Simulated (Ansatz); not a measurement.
# Twisted silicene bilayer: a series in twist angle

How do forces and cost change with the twist angle, which sets the moiré cell and the mix of stacking registries?

Computed with Ansatz 0.2.0: Kohn-Sham DFT, PBE+D3(BJ), PAW (set soft_2). Every run is a single point, with the atoms held where the recipe put them (cutoff of the plane-wave runs 420 eV, fermi-dirac smearing of 0.025 eV).

First member: silicene (a = 3.86 Å) under silicene (a = 3.86 Å), bilayer, commensurate cell of 61 unit cells a layer, twist 7.34 deg; facing planes 3.26 Å apart; 14 Å of vacuum; layers as built, displaced by a Gaussian of 0.01 Å.

Last member: silicene (a = 3.86 Å) under silicene (a = 3.86 Å), bilayer, commensurate cell of 13 unit cells a layer, twist 87.80 deg; facing planes 3.26 Å apart; 14 Å of vacuum; layers as built, displaced by a Gaussian of 0.01 Å.

The members:

```
twist angle (°)  reduced formula  atoms  valence electrons  k-mesh              basis
          7.341               Si    244                976   1×1×1  support functions
           9.43               Si    148                592   1×1×1        plane waves
          13.17               Si     76                304   1×1×1        plane waves
          27.80               Si    156                624   1×1×1        plane waves
          77.90               Si    124                496   1×1×1        plane waves
          87.80               Si     52                208   1×1×1        plane waves
```

Q: What do these runs give, and what do they cost?

Results:

```
twist angle (°)  r.m.s. force (eV/Å)
          7.341                0.250
           9.43                0.233
          13.17                0.214
          27.80                0.255
          77.90                0.230
          87.80                0.297
```

Bonds in each cell, which the recipe sets and DFT didn't move; cutoffs follow each cell's own g(r) within set bounds (mean length in Å, and neighbours of the second kind about the first):

```
twist angle (°)  Si-Si length  Si-Si count
          7.341         2.272         3.00
           9.43         2.272         3.00
          13.17         2.271         3.00
          27.80         2.272         3.00
          77.90         2.272         3.00
          87.80         2.271         3.00
```

Cost on 8 threads of Arm Neoverse V2, shared host:

```
twist angle (°)  atoms              basis  k-mesh  SCF cycles     time  host memory (GiB)  Δ force from the first basis (meV/Å)
          7.341    244  support functions   1×1×1          21  4.3 min                 11                                     -
           9.43    148        plane waves   1×1×1          11     96 s                9.8                                     -
           9.43    148  support functions   1×1×1          15  2.1 min                6.9                                  0.14
          13.17     76        plane waves   1×1×1          12     22 s                3.5                                     -
          13.17     76  support functions   1×1×1          13     49 s                4.8                                  0.20
          27.80    156        plane waves   1×1×1          12  1.8 min                 11                                     -
          27.80    156  support functions   1×1×1          22  2.6 min                7.2                                  0.15
          77.90    124        plane waves   1×1×1          14     65 s                7.2                                     -
          77.90    124  support functions   1×1×1          15  1.8 min                6.6                                  0.16
          87.80     52        plane waves   1×1×1          12     11 s                2.1                                     -
          87.80     52  support functions   1×1×1          22     52 s                3.2                                  0.15
```

Times include the outputs that each run asked for, on hosts shared with other jobs.

What the series shows: Support functions take 1.3 to 4.7 times the wall time of plane waves (the times hold unlike extra outputs; shared hosts, so rough). The r.m.s. force lies between 0.21 and 0.30 eV/Å (large angles can repeat smaller ones by the lattice's symmetry, so no trend is read).

Caveats: Beside vacuum, support functions can miss their usual error bounds without a warning. Some meshes are too coarse along the periodic directions to show band edges or a metallic band. The random displacements of the recipe add to the forces of every member.

[Logs are printed without paths, hosts, clocks, repeated set-up lines and the standing remarks that a program may print on its own settings, such as how far it seeks lower states.]

[Hosts, paths, dates, database ids (printed as entryN), source tags and the programs' standing remarks are cut or masked in the printed files.]
